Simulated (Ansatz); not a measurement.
# Arsenene monolayer in a perpendicular field, part 2 of 2

What dipole does a perpendicular field induce in the arsenene monolayer, and does the gap follow? A positive field points along +c.

Ansatz 0.2.0; plane-wave DFT, PBE-D3(BJ), Ansatz PAW (set soft_1); PAW set soft_1.

So far. Step 2 (Relaxation): The lattice constant a goes from 3.610 to 3.571 Å.

## (3) Single point, field 0

A sawtooth potential applies the field, turning back in the middle of the vacuum. With the dipole correction the typed value is the field outside the slab. The induced dipole is small, so the SCF threshold is tight.

The cell differs from the one that the last finished run ended in (c 33.800 → 19.398 Å).

The input, input.yaml:

```yaml
crystal:
  lattice:
    - [3.5709987177, 0.0, 0.0]
    - [-1.7854993589, 3.0925756064, 0.0]
    - [0.0, 0.0, 19.3982082203]
  atoms:
    - { symbol: As, position: [0.6666666667, 0.3333333333, 0.4639603771] }
    - { symbol: As, position: [0.3333333333, 0.6666666667, 0.5360396229] }
kpoints:
  mp_grid: { grid: [18, 18, 1] }
  band_path:
    path: [[0, 0, 0], [0.5, 0, 0], [0.33333333, 0.33333333, 0], [0, 0, 0]]
    npoints: 16
hamiltonian:
  xc: pbe
  dispersion: d3bj
  pseudopotentials: { kind: paw, azcp: { folder: soft_1 } }
scf:
  occupations: { method: fermi_dirac, width: 0.02585 }
  convergence: { dr2_threshold: 1.0e-10 }
efield:
  axis: 3
  dipole_correction: true
  ramp_position: 0.97
  ramp_width: 0.06
  amplitude: 0
output:
  dos: { projected: true, e_range: [-6, 5] }
  write_potential: true
  write_density: true
  volumetric_format: npy
  elf: true
```

The run is started by

```sh
> ansatz run input.yaml --threads 2 --pin off --max-ram 3072MiB --backend cpu --events-out ev --progress --plain --runs-dir out
```

The log of the run:

```text
[...]
Crystal: 2 atoms, lattice volume = 214.226 Å³
Basis set: ecut = 420 eV, 4115 PW (Γ)
Bands: 19, of which v1, the nominal top of the filled ones, is band 15 counted from 1 (14 counted from 0)
Symmetry: 6 space group operations
k-points: 37 of 324 (time reversal used)
[...]
SCF iter   1: F=—  HF=-9712.748904 eV  |F-HF|=—  |Δ(HF+E_count)|=         —  Δρ=1.29e-2  dr2=2.94e-1  ethr=9.78e-4  p=0.000 e·Å  D=7.79e-14 V/Å  ΔV_dip=-0.00 eV  dr2_dipole=6.33e-12  V_vac-E_F(+/−)=5.20/5.20 eV  ⟨swp⟩=1.0  Hψ=4925  notcnv=0
efield: sawtooth ramp at fractional position 0.9700 (set: `efield.ramp_position`, or a place that a band, a saddle search or an elastic batch's reference lends), width 0.0600; the density the first Hamiltonian is built on has a dipole p = 0.000 e·Å; the dipole correction subtracts the counter field D = 7.79e-14 V/Å, which shifts the + side's vacuum level by -0.00 eV against the − side's; the planar-averaged density in the ramp window peaks in size at 2.5e-7 e/Å³
[...]
SCF iter   2: F=—  HF=-9712.705543 eV  |F-HF|=—  |Δ(HF+E_count)|=   4.34e-2  Δρ=6.11e-3  dr2=5.13e-2  ethr=9.78e-4  p=-0.000 e·Å  D=-1.63e-6 V/Å  ΔV_dip=0.00 eV  dr2_dipole=1.66e-13  V_vac-E_F(+/−)=4.64/4.64 eV  ⟨swp⟩=3.1  Hψ=994  notcnv=0
[...]
SCF iter   9: F=-9712.702489 eV  HF=-9712.702489 eV  |F-HF|=1.07e-10  |Δ(HF+E_count)|=  1.89e-10  Δρ=1.87e-7  dr2=4.37e-11  ethr=1.00e-12  p=0.000 e·Å  D=3.39e-8 V/Å  ΔV_dip=-0.00 eV  dr2_dipole=5.25e-15  V_vac-E_F(+/−)=4.50/4.50 eV  ⟨swp⟩=4.4  Hψ=2425  notcnv=0
SCF 1 converged in 9 iterations: F = -9712.702489 eV  dr2 = 4.37e-11
[...]
NSCF: frozen V_eff on 49 k-points
efield: sawtooth ramp at fractional position 0.9700 (kept from the solve that this one continues, or follows in the run), width 0.0600; the density the first Hamiltonian is built on has a dipole p = 0.000 e·Å; the dipole correction subtracts the counter field D = 3.39e-8 V/Å, which shifts the + side's vacuum level by -0.00 eV against the − side's; the planar-averaged density in the ramp window peaks in size at 2.7e-7 e/Å³
[...]
SCF converged after 9 iterations
Free energy (F): -9712.702489 eV
[...]
Internal energy: -9712.702489 eV  (E = F + TS)
E sigma→0 (E₀):  -9712.702489 eV
Fermi energy:    -1.577982 eV
Dipole field:    D = 0.000000 V/Å  (p = 0.000000 e·Å, saw-weighted, corrected)
Work function:   Φ+ = 4.5036 eV   Φ− = 4.5036 eV
Levels:          The Fermi level and band energies are counted from a zero that moves with the ramp; work functions are not
[...]
--- Band table (eV; the first three rows and the last of 37) ---
  k-point 0: bands = [... 11 lower, -9.6532, -3.0542, -2.3335, -2.3335, -0.2872, 1.1733, 1.1733, 2.4238]
  k-point 1: bands = [... 11 lower, -9.6437, -3.0320, -2.8134, -2.4338, 0.0953, 1.0782, 1.2754, 2.4868]
  k-point 2: bands = [... 11 lower, -9.6240, -3.7086, -2.9720, -2.6908, 0.2952, 1.2562, 1.5244, 2.6731]
  k-point 36: bands = [... 11 lower, -12.3696, -6.8468, -4.4453, -4.4453, -0.4673, 2.1840, 2.1840, 5.7052]
```

Run time: 12 s. Hardware: 2 threads of Arm Neoverse V1, shared host; peak memory 0.48 GiB; 23 s of CPU time.

Numbers from this step:

- gap on the k-mesh: 1.545 eV
- dipole along the normal: 1.52e-7 e·Å
- gap along the path: 1.532 eV
- smallest direct gap along the path: 2.046 eV
- ionisation energy, upper face: 5.259 eV
- electron affinity, upper face: 3.728 eV
- gap, the smaller of path and mesh: 1.532 eV

Running mean over a fixed 2.7 Å (it still follows the layers) of the planar mean; the ramp of the sawtooth is left out. Electron's electrostatic potential energy less the Fermi level against z:

z (Å), electron's electrostatic potential energy less the Fermi level (eV) and a bar from the least value:
```
     2.87       4.50 ##############################
     3.30       4.50 ##############################
     3.59       4.50 ##############################
     4.02       4.50 ##############################
     4.31       4.50 ##############################
     4.74       4.50 ##############################
     5.03       4.50 ##############################
     5.46       4.49 ##############################
     5.89       4.46 ##############################
     6.18       4.40 ##############################
     6.61       4.17 #############################
     6.90       3.75 ###########################
     7.33       2.68 #######################
     7.62       1.96 ####################
     8.05       0.75 ################
     8.48      -0.94 #########
     8.77      -1.90 #####
     9.20      -2.86 ##
     9.48      -3.32 
     9.91      -3.32 
    10.20      -2.86 ##
    10.63      -1.90 #####
    10.92      -0.94 #########
    11.35       0.75 ################
    11.78       1.96 ####################
    12.07       2.68 #######################
    12.50       3.75 ###########################
    12.79       4.17 #############################
    13.22       4.40 ##############################
    13.51       4.46 ##############################
    13.94       4.49 ##############################
    14.37       4.50 ##############################
    14.66       4.50 ##############################
    15.09       4.50 ##############################
    15.37       4.50 ##############################
    15.81       4.50 ##############################
    16.09       4.50 ##############################
    16.52       4.50 ##############################
```

The density of states has structure finer than the step of the table below, so its rows give means over 0.2 eV. Peaks (eV: height): -4.46: 4.96, -2.42: 4.30, -1.42: 3.75, -1.29: 6.33, 1.83: 3.44, 2.27: 2.56, 2.68: 3.53.

Density of states against energy, zero at the Fermi level of the run, which the smearing sets inside the gap; means over each step:

| energy (eV) | density of states (states/eV a cell) |
| --- | --- |
| -5.4 | 0 |
| -5.2 | 0.301 |
| -5.0 | 0.464 |
| -4.8 | 0.540 |
| -4.6 | 1.11 |
| -4.4 | 3.54 |
| -4.2 | 1.16 |
| -4.0 | 0.630 |
| -3.8 | 0.917 |
| -3.6 | 1.16 |
| -3.4 | 1.66 |
| -3.2 | 1.34 |
| -3.0 | 1.04 |
| -2.8 | 1.29 |
| -2.6 | 1.26 |
| -2.4 | 2.35 |
| -2.2 | 1.69 |
| -2.0 | 1.45 |
| -1.8 | 1.38 |
| -1.6 | 1.38 |
| -1.4 | 2.50 |
| -1.2 | 1.81 |
| -1.0 | 0.290 |
| -0.8 | 0.140 |
| -0.6 | 0 |
| -0.4 | 0 |
| -0.2 | 0 |
| 0.0 | 0 |
| 0.2 | 0 |
| 0.4 | 0 |
| 0.6 | 0 |
| 0.8 | 0.269 |
| 1.0 | 0.926 |
| 1.2 | 1.45 |
| 1.4 | 1.54 |
| 1.6 | 1.79 |
| 1.8 | 2.51 |
| 2.0 | 1.30 |
| 2.2 | 0.623 |
| 2.4 | 0.908 |
| 2.6 | 2.19 |

Projected DOS per atom over height of the atomic layer and energy from the Fermi level. Layers: As As from below.

Values in states/eV, 22 rows by 2 columns, each cell a mean:
```
0.92 0.92
0.27 0.27
1.07 1.07
0.74 0.74
0.44 0.44
0.01 0.01
0.00 0.00
0.00 0.00
0.00 0.00
0.15 0.15
1.25 1.25
0.68 0.68
0.88 0.88
0.78 0.78
0.55 0.55
0.74 0.74
0.45 0.45
0.72 0.72
0.92 0.92
0.23 0.23
0.02 0.02
0.00 0.00
```
Columns: height of the atomic layer (Å) from 9 to 10.4; rows upwards: energy from the Fermi level (eV) from -5.96 to 2.77.

The electronic bands at the labelled points (eV, zero at the Fermi level of the run, which the smearing sets inside the gap):

| point | band 13 | band 14 | band 15 | band 16 | band 17 | band 18 | band 19 |
| --- | --- | --- | --- | --- | --- | --- | --- |
| Γ | -1.48 | -0.76 | -0.76 | 1.29 | 2.75 | 2.75 | 4.00 |
| halfway | -4.09 | -1.94 | -1.31 | 0.92 | 3.55 | 3.67 | 4.83 |
| M | -4.31 | -2.69 | -2.47 | 1.18 | 2.27 | 3.74 | 5.43 |
| halfway | -4.65 | -3.33 | -2.46 | 1.80 | 2.90 | 3.35 | 5.99 |
| K | -5.27 | -2.87 | -2.87 | 1.11 | 3.76 | 3.76 | 7.28 |
| halfway | -4.11 | -3.09 | -1.28 | 1.97 | 2.71 | 3.99 | 5.24 |
| Γ | -1.48 | -0.76 | -0.76 | 1.29 | 2.75 | 2.75 | 4.00 |

The electronic bands as a text plot (rows in eV, shown from -5.3 to 4.0 only):

```
    3.8 |+         ++++++++++++       ++++++        ++++++      +
    3.4 |      ++++++          +++++++++  +++             ++
    3.0 |  ++++      +++           ++        ++             +++
    2.6 |++++           ++        +            +   +++++++   ++++
    2.3 |                 ++++++++              +++      ++++
    1.9 |  ++++                 ++++           ++  ++++++    ++
    1.5 | +    ++              +    +++      ++                +
    1.1 |+       +++     ++++++        ++++++                   +
    0.7 |           +++++
    0.3 |
   -0.1 |
   -0.4 |
   -0.8 |***                                                 ****
   -1.2 |  **********                              **********
   -1.6 |****   ***  ***                        ***       ** ****
   -2.0 |   *      **   **                   ***         *  *
   -2.4 |    **      **** *************     *          **
   -2.8 |      *         *******       *****          *   **
   -3.1 |                       **** **** **        **   *
   -3.5 |       *                   *       ***    *   **
   -3.9 |        ***                           **** ***
   -4.3 |           **   *********              ****
   -4.7 |             ***         ***          *
   -5.1 |                            **********
         Γ                   M           K                      Γ
```

Electrostatic potential energy in the ca plane at fractional y = 0.333, with atoms of As within 0.2 Å of it. With pseudopotentials it is smooth inside the atoms' cores, unlike the true potential.

Ten even steps from '0' (-13 eV) to '9' (3 eV), each cell a mean:
```
99999999999999999999987200256789999999999999
99999999999999999999982044016889999999999999
99999999999999999999970399406899999999999999
99999999999999999999971299206899999999999999
99999999999999999999985000037889999999999999
99999999999999999999998633566678999999999999
99999999999999999999999887653368999999999999
99999999999999999999999888742258999999999999
99999999999999999999998766655578999999999999
```
Columns run along c (16.0 Å, from fractional 0.00 to 0.82 of the cell; values clipped at the 3rd and 97th percentile), rows up along a (3.6 Å). Atoms in or near the plane, at fractional coordinates: As at (0.46, 0.67).

Valence density in the ca plane at fractional y = 0.333, with atoms of As within 0.2 Å of it. It is the smooth field of the valence electrons, not physical close to the nuclei.

Ten steps, logarithmic in the rise over the least value, from '0' (0 e/Å³) to '9' (29 e/Å³), each cell a mean:
```
00000000000000000000001122211100000000000000
00000000000000000000001366321000000000000000
00000000000000000000012699621000000000000000
00000000000000000000012588521000000000000000
00000000000000000000001233211000000000000000
00000000000000000000000111111100000000000000
00000000000000000000000001111110000000000000
00000000000000000000000000111110000000000000
00000000000000000000000011111110000000000000
```
Columns run along c (16.0 Å, from fractional 0.00 to 0.82 of the cell), rows up along a (3.6 Å). Atoms in or near the plane, at fractional coordinates: As at (0.46, 0.67).

ELF in the ca plane at fractional y = 0.333, with atoms of As within 0.2 Å of it. It is the smooth field of the valence electrons, not physical close to the nuclei.

Ten even steps from '0' (0.00) to '9' (0.90), each cell a mean:
```
00000000000000000013688776665433100000000000
00000000000000000146899743554210000000000000
00000000000000000257999611353100000000000000
00000000000000000247999621454200000000000000
00000000000000000125899865665321000000000000
00000000000000000002357766666554310000000000
00000000000000000000011234556677641000000000
00000000000000000000000113456677642000000000
00000000000000000000134455666666531000000000
```
Columns run along c (16.0 Å, from fractional 0.00 to 0.82 of the cell), rows up along a (3.6 Å). Atoms in or near the plane, at fractional coordinates: As at (0.46, 0.67).

The gap is 1.53 eV, with the valence edge 5.26 eV and the conduction edge 3.73 eV under the upper vacuum level.

## (4) Single point, field 0.1 V/Å

input.yaml, as its differences from that of step 3:

```diff
@@ -23,7 +23,6 @@
   dipole_correction: true
-  ramp_position: 0.97
-  ramp_width: 0.06
-  amplitude: 0
+  ramp_position: 0.9428
+  ramp_width: 0.1144
+  amplitude: 0.1
 output:
-  dos: { projected: true, e_range: [-6, 5] }
   write_potential: true
@@ -31,2 +30 @@
   volumetric_format: npy
-  elf: true
```

The log of the run:

```text
[...]
Crystal: 2 atoms, lattice volume = 214.226 Å³
Basis set: ecut = 420 eV, 4115 PW (Γ)
Bands: 19, of which v1, the nominal top of the filled ones, is band 15 counted from 1 (14 counted from 0)
Symmetry: 6 space group operations
k-points: 37 of 324 (time reversal used)
[...]
--- Band table (eV; the first three rows and the last of 37) ---
  k-point 0: bands = [... 11 lower, -9.6539, -3.0551, -2.3343, -2.3343, -0.2883, 1.1726, 1.1726, 2.2461]
  k-point 1: bands = [... 11 lower, -9.6444, -3.0330, -2.8140, -2.4346, 0.0940, 1.0773, 1.2746, 2.3054]
  k-point 2: bands = [... 11 lower, -9.6247, -3.7094, -2.9728, -2.6915, 0.2941, 1.2535, 1.5236, 2.4815]
  k-point 36: bands = [... 11 lower, -12.3695, -6.8475, -4.4504, -4.4416, -0.4680, 2.1820, 2.1842, 5.6996]
[key lines of the parts left out:]
SCF converged after 10 iterations
Free energy (F): -9712.703714 eV
Fermi energy:    -1.578763 eV
Dipole field:    D = 0.020705 V/Å  (p = 0.024512 e·Å, saw-weighted, corrected)
```

The job ended after 11 s (2 threads; peak memory 0.44 GiB; 23 s of CPU time).

The dipole is 0.0245 e·Å, and the gap 1.531 eV.

## (5) Single point, field -0.1 V/Å

input.yaml, as its differences from that of step 4:

```diff
@@ -25,3 +25,3 @@
   ramp_width: 0.1144
-  amplitude: 0.1
+  amplitude: -0.1
 output:
```

The log of the run:

```text
[...]
Crystal: 2 atoms, lattice volume = 214.226 Å³
Basis set: ecut = 420 eV, 4115 PW (Γ)
Bands: 19, of which v1, the nominal top of the filled ones, is band 15 counted from 1 (14 counted from 0)
Symmetry: 6 space group operations
k-points: 37 of 324 (time reversal used)
[...]
--- Band table (eV; the first three rows and the last of 37) ---
  k-point 0: bands = [... 11 lower, -9.6539, -3.0551, -2.3343, -2.3343, -0.2883, 1.1726, 1.1726, 2.2461]
  k-point 1: bands = [... 11 lower, -9.6444, -3.0330, -2.8140, -2.4346, 0.0940, 1.0773, 1.2746, 2.3054]
  k-point 2: bands = [... 11 lower, -9.6247, -3.7094, -2.9728, -2.6915, 0.2941, 1.2535, 1.5236, 2.4815]
  k-point 36: bands = [... 11 lower, -12.3695, -6.8475, -4.4504, -4.4416, -0.4680, 2.1820, 2.1842, 5.6996]
[key lines of the parts left out:]
SCF converged after 10 iterations
Free energy (F): -9712.703714 eV
Fermi energy:    -1.578763 eV
Dipole field:    D = -0.020705 V/Å  (p = -0.024512 e·Å, saw-weighted, corrected)
```

Elapsed: 12 s, on 2 threads; peak memory 0.44 GiB; 23 s of CPU time.

The dipole is -0.0245 e·Å, and the gap 1.531 eV.

## (6) Response, atoms held

This step: plane-wave DFT, PBE-D3(BJ), Ansatz PAW (set soft_1); response to a field along the normal, atoms held; PAW set soft_1 (Ansatz 0.2.0).

The dipoles give the slope, and the difference of two potentials shows where the field is screened.

Numbers from this step:

```yaml
equivalent_conductor_thickness_p_eps_0ae: 4.016 Å
distance_between_the_outer_atoms: 1.398 Å
```

The dipole of the cell by applied field:

| applied field (V/Å) | dipole of the cell (e·Å) |
| --- | --- |
| -0.1000 | -0.0245 |
| 0.0000 | 1.5e-7 |
| 0.1000 | 0.0245 |

Local field over the applied field, running mean. From the potentials at -0.1 and 0.1 V/Å; running mean over 2.5 Å. The local field over applied field by z:

| z (Å) | local field over applied field |
| --- | --- |
| 4.02 | 0.999 |
| 4.45 | 0.997 |
| 4.74 | 0.995 |
| 5.17 | 0.988 |
| 5.60 | 0.973 |
| 6.04 | 0.941 |
| 6.32 | 0.905 |
| 6.75 | 0.817 |
| 7.18 | 0.689 |
| 7.62 | 0.541 |
| 7.90 | 0.438 |
| 8.33 | 0.286 |
| 8.77 | 0.153 |
| 9.05 | 0.0892 |
| 9.48 | 0.0391 |
| 9.91 | 0.0391 |
| 10.35 | 0.0892 |
| 10.63 | 0.153 |
| 11.06 | 0.286 |
| 11.50 | 0.438 |
| 11.78 | 0.541 |
| 12.21 | 0.689 |
| 12.64 | 0.817 |
| 13.08 | 0.905 |
| 13.36 | 0.941 |
| 13.79 | 0.973 |
| 14.23 | 0.988 |
| 14.66 | 0.995 |
| 14.94 | 0.997 |
| 15.37 | 0.999 |

Electrons, planar mean, per unit field. Table of induced electron density by z:

z (Å), induced electron density (e/Å³ per V/Å) and a bar from the least value:
```
      4.5    0.00001 ###############
      5.0    0.00004 ###############
      5.5    0.00011 ################
      6.0    0.00028 #################
      6.5    0.00067 ##################
      7.0    0.00150 ######################
      7.5    0.00279 ############################
      8.0    0.00328 ##############################
      8.5    0.00142 ######################
      9.0    0.00095 ####################
      9.5    0.00054 ##################
     10.0   -0.00066 ############
     10.5   -0.00102 ###########
     11.0   -0.00183 #######
     11.5   -0.00339 
     12.0   -0.00252 ####
     12.5   -0.00128 ##########
     13.0   -0.00057 #############
     13.5   -0.00023 ##############
     14.0   -0.00009 ###############
     14.5   -0.00003 ###############
     15.0   -0.00001 ###############
```

The smaller of the gaps on the path and on the k-mesh, counted as 0 under 0.03 eV. The gap stays at 1.53 eV for applied field from -0.1 to 0.1 V/Å.

By hand: between -0.1 and 0.1 V/Å the dipole changes by 0.04902 e·Å, a slope of 0.2451 e·Å²/V. A perfect conductor of thickness t has p = ε₀AEt, so t = 180.95 × 0.2451 / 11.044 = 4.02 Å (e/ε₀ = 180.95 V·Å, A in Å²).

The induced dipole is that of a conductor 4.02 Å thick.

## (7) Summary of results

```
gap without field                          : 1.53 eV
ionisation energy, upper face              : 5.26 eV
electron affinity, upper face              : 3.73 eV
equivalent conductor thickness, atoms held : 4.02 Å
```

What this shows: The induced dipole equals that of a perfect conductor 4.02 Å thick, while the outer atoms lie 1.40 Å apart; an out-of-plane ε follows only once a thickness t is chosen, by 1 − 1/ε = 4.02 Å / t. The gap stays within 0.01 eV of 1.53 eV over the fields run, up to 0.1 V/Å in size. Semilocal functionals give gaps that are too small, and excitons are not included. Spin-orbit coupling is left out.

[Long decimals in the printed logs are rounded to 6 places.]

[Logs are printed without paths, hosts, clocks, repeated set-up lines and the standing remarks that a program may print on its own settings, such as how far it seeks lower states.]

[Hosts, paths, dates, database ids (printed as entryN), source tags and the programs' standing remarks are cut or masked in the printed files.]

[Maps of the electrostatic potential energy from Ansatz leave out the sawtooth potential of an applied field or a dipole correction, so their vacuum need not be flat; planar profiles and work functions include it.]

[The density of states shown here was stored with 400 of the rows of the run's finer table, so its peaks can read low, often by over a quarter, or be missed, and its means over a window can be off by a tenth or more.]
